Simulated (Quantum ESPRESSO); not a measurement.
```cif
data_kco2as2
_symmetry_space_group_name_H-M 'I4/mmm'
_symmetry_Int_Tables_number 139
_cell_length_a 3.7399
_cell_length_b 3.7399
_cell_length_c 13.6398
_cell_angle_alpha 90.000
_cell_angle_beta 90.000
_cell_angle_gamma 90.000
_cell_volume 190.78
loop_
_atom_site_label
_atom_site_type_symbol
_atom_site_symmetry_multiplicity
_atom_site_Wyckoff_symbol
_atom_site_fract_x
_atom_site_fract_y
_atom_site_fract_z
_atom_site_occupancy
K1 K 2 a 0.00000 0.00000 0.00000 1
Co1 Co 4 d 0.00000 0.50000 0.25000 1
As1 As 4 e 0.00000 0.00000 0.34655 1
_calc_subject 'Collinear magnetic orders of KCo2As2 with Quantum ESPRESSO'
_calc_method 'PBEsol; plane waves with GBRV 1.5 PBEsol potentials, no spin-orbit coupling (and 1 further level or step)'
_calc_program 'Quantum ESPRESSO 7.5'
_calc_settings_of_one_run 'GBRV 1.5 PBEsol, cutoff 544.23 eV, 14×14×14 k-mesh, 38 bands, fermi-dirac occupations, smearing width 0.15 eV, collinear spin, SCF threshold 1.00e-8, mesh matched on, starting moments 0 2 2 0 0 μB'
_calc_cost '2 runs, 89 min in all on 4 MPI ranks of Intel Xeon at 2.50GHz (Skylake/Cascade Lake), shared host (the runs of this entry)'
_calc_lowest_state_found 'non-magnetic (from ferro ++ and antiferro +-)'
_calc_largest_site_moment '0 μB'
```

[Logs and program files are shortened in this print: banners, set-up blocks, solver, clock and traceback lines can be left out without a mark of their own.]

[Logs are printed without paths, hosts, clocks, repeated set-up lines and the standing remarks that a program may print on its own settings, such as how far it seeks lower states.]

[Hosts, paths, dates, database ids (printed as entryN), source tags and the programs' standing remarks are cut or masked in the printed files.]

[Where a cell is said to come from a database of computed structures, the database is the Materials Project.]
